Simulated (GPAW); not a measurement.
# Screening of a field by WGe2As4 monolayer, part 2 of 2

Aim: the dipole that a field along the normal induces in WGe2As4 monolayer.

GPAW 26.7.0; GPAW, PAW setups; layer in a repeated cell with vacuum, relaxation of atoms and in-plane cell (the session's first sound run).

So far. Step 8 (Field on): The dipole is now 0.0802 e Å, against 0.0029 in the run without a field. Step 9 (In a field): The dipole is now 0.160 e Å, against 0.0029 in the run without a field.

## (10) In a field

File run.py:

```python
import json
import numpy as np
from ase import Atoms
from gpaw import GPAW, PW
from gpaw.external import ConstantElectricField

slab = Atoms(
    ['As', 'Ge', 'As', 'W', 'As', 'Ge', 'As'],
    positions=[
        [-0.00000, 0.00000, 9.00000],
        [-0.00000, 2.12788, 10.18517],
        [-0.00000, 2.12788, 12.65129],
        [-0.00000, 0.00000, 14.11543],
        [-0.00000, 2.12788, 15.57956],
        [-0.00000, 2.12788, 18.04568],
        [0.00000, -0.00000, 19.23085]],
    cell=[[3.68559, -0.0, 0.0], [-1.8428, 3.19181, 0.0], [0.0, 0.0, 28.2308]],
    pbc=[True, True, False])

slab.calc = GPAW(mode=PW(400), xc='PBE', kpts={'size': (9, 9, 1), 'gamma': True},
                 occupations={'name': 'fermi-dirac', 'width': 0.05}, nbands='200%',
                 convergence={'density': 1e-05}, maxiter=200,
                 poissonsolver={'dipolelayer': 'xy'},
                 external=ConstantElectricField(0.3, [0, 0, 1]),
                 symmetry={'tolerance': 1e-3}, txt='slab.txt')
result = {}
energy = slab.get_potential_energy()
fermi = slab.calc.get_fermi_level()
v = slab.calc.get_electrostatic_potential().mean((0, 1)) - fermi
n = slab.calc.get_pseudo_density().mean((0, 1))
L = slab.cell[2, 2]
z = np.arange(len(v)) * L / len(v)
low, high = slab.positions[:, 2].min(), slab.positions[:, 2].max()
below, above = np.interp([low - 6.8, high + 6.8], z, v)
slopes = [np.interp(x, z, np.gradient(v, z)) for x in (low - 6.8, high + 6.8)]
eps = np.array([[slab.calc.get_eigenvalues(k, s) for k in range(len(slab.calc.get_ibz_k_points()))]
                for s in range(slab.calc.get_number_of_spins())]) - fermi
top, bottom = eps[eps < 0].max(), eps[eps > 0].min()
dipole = slab.get_dipole_moment()[2]
print(f'energy {energy:.4f} eV, Fermi level {fermi:.4f} eV, dipole {dipole:.5f} e A')
print(f'potential 6.8 A off the faces, from the Fermi level: lower {below:.4f} eV, upper {above:.4f} eV')
print(f'slope of the potential there: lower {slopes[0]:.5f}, upper {slopes[1]:.5f} eV/A')
print(f'nearest levels on the mesh: {top:.4f} and {bottom:.4f} eV')
print('magnetic moment', round(slab.get_magnetic_moment(), 3))
result.update(energy=energy, fermi=fermi, dipole=dipole, below=below, above=above, slopes=slopes, edges=[top, bottom],
              z=z.tolist(), v=v.tolist(), n=n.tolist(), positions=slab.positions.tolist(),
              forces=slab.get_forces(apply_constraint=False).tolist(), moments=slab.get_magnetic_moments().tolist())
json.dump(result, open('result.json', 'w'))
```

Command:

```console
$ OMP_NUM_THREADS=1 OPENBLAS_NUM_THREADS=1 python run.py
```

It took 6.4 min on 1 thread of Arm Neoverse V1, shared host; peak memory 0.49 GiB.

The electrostatic potential energy of an electron (without an applied field's), less the Fermi level, planar mean oscillates, so the rows of the table below give means over windows of 1.83 Å about each position, cut where the curve ends. Its maxima inside the range that stand out by 2 % of the span (Å: eV): 1.8: 6.47, 9.6: -7.66, 11.4: 2.67, 13.3: -6.38, 15.0: -6.87, 16.7: 1.14, 18.6: -10.2. Its minima: 9.0: -12.5, 10.1: -12.5, 12.7: -12.5, 14.1: -17.4, 15.6: -13.3, 18.1: -14.7, 19.2: -15.4.

The electrostatic potential energy of an electron (without an applied field's), less the Fermi level, planar mean by z; means over each step:

| z (Å) | electrostatic potential energy of an electron (without an applied field's), less the Fermi level, planar mean (eV) |
| --- | --- |
| 0.92 | 6.28 |
| 2.75 | 6.47 |
| 4.58 | 6.47 |
| 6.41 | 6.38 |
| 8.23 | -1.09 |
| 10.07 | -8.19 |
| 11.89 | -2.74 |
| 13.73 | -11.6 |
| 15.55 | -7.92 |
| 17.38 | -5.23 |
| 19.21 | -10.1 |
| 21.05 | 2.15 |
| 22.88 | 2.76 |
| 24.70 | 2.77 |
| 26.54 | 2.77 |

The dipole is now 0.241 e Å, against 0.0029 in the run without a field.

## (11) The series

The members are put on one axis.

This step: induced dipole against applied field (GPAW 26.7.0).

Dipole along the normal against field:

| field (V/Å) | dipole along the normal (e·Å) |
| --- | --- |
| -0.200 | -0.160 |
| -0.100 | -0.0802 |
| -0.050 | -0.0401 |
| 0.000 | 0.00286 |
| 0.050 | 0.0401 |
| 0.100 | 0.0802 |
| 0.200 | 0.160 |
| 0.300 | 0.241 |

## (12) A changed run

One more run, with changed settings.

This step: GPAW, PAW setups; slab in vacuum (GPAW 26.7.0).

Changes to run.py since step 10:

```diff
@@ -3,4 +3,3 @@
 from ase import Atoms
-from gpaw import GPAW, PW
-from gpaw.external import ConstantElectricField
+from gpaw import GPAW
 
@@ -19,7 +18,6 @@
 
-slab.calc = GPAW(mode=PW(400), xc='PBE', kpts={'size': (9, 9, 1), 'gamma': True},
+slab.calc = GPAW(mode='fd', h=0.4, xc='PBE', kpts={'size': (9, 9, 1), 'gamma': True},
                  occupations={'name': 'fermi-dirac', 'width': 0.05}, nbands='200%',
-                 convergence={'density': 1e-05}, maxiter=200,
+                 convergence={'density': 1e-05}, maxiter=75,
                  poissonsolver={'dipolelayer': 'xy'},
-                 external=ConstantElectricField(0.3, [0, 0, 1]),
                  symmetry={'tolerance': 1e-3}, txt='slab.txt')
```

The job ended after 32 s (1 thread; peak memory 0.19 GiB).

The run finished. A setting was moved off its sound value on purpose, so it serves as a test and not as the result.

The fault put into the input: a grid far too coarse (mode = "fd" and h = 0.4).

Side by side:

| quantity | this run | sound run | difference |
| --- | --- | --- | --- |
| upper work function (eV) | 4.6317 | 4.6016 | 0.0302 |
| lower work function (eV) | 4.6505 | 4.6202 | 0.0302 |
| upper ionisation energy (eV) | 4.9317 | 4.8992 | 0.0326 |

The two runs differ clearly in the upper ionisation energy: 4.93 eV against 4.90 eV.

## (13) Summary of results

```
work function, upper and lower face (Fermi level placed in the gap by the smearing) : 4.602 and 4.620 eV
ionisation energy from the upper face (highest filled level on the mesh)            : 4.90 eV
electron affinity from the upper face (lowest empty Kohn-Sham level on the mesh)    : 4.32 eV
dipole along the normal                                                             : 0.0029 e Å, near the numerical noise
induced dipole per field                                                            : 0.802 e Å per V/Å
out-of-plane polarisability per area, α/(ε0 A)                                      : 12.3 Å
```

What this shows: The field induces 0.802 e Å per V/Å, a polarisable thickness α/(ε0 A) of 12.3 Å beside 10.2 Å between the outermost nuclei. A perfect conductor would give the distance between its two image planes; a dielectric of thickness t gives t(1 - 1/ε). The levels nearest the Fermi level on the mesh lie 0.574 eV apart, so the slab is gapped there: the smearing puts the Fermi level inside the gap, and from either face the ionisation energy is the work function plus 0.30 eV. Both are Kohn-Sham levels on the mesh, and semilocal gaps are too small, so the affinity tends to come out too large and the ionisation energy too small. The induced dipole is linear in the field over this range. With elements this heavy, spin-orbit coupling can move band edges by tenths of an eV. The small printed dipole stands for a step of -44 meV from the lower to the upper face, and the probes find -19 meV; values this small are near the numerical noise of both. The layer's cell and atoms come from the relaxation; spin-orbit coupling and temperature are left out.

[Logs are printed without paths, hosts, clocks, repeated set-up lines and the standing remarks that a program may print on its own settings, such as how far it seeks lower states.]

[Hosts, paths, dates, database ids (printed as entryN), source tags and the programs' standing remarks are cut or masked in the printed files.]
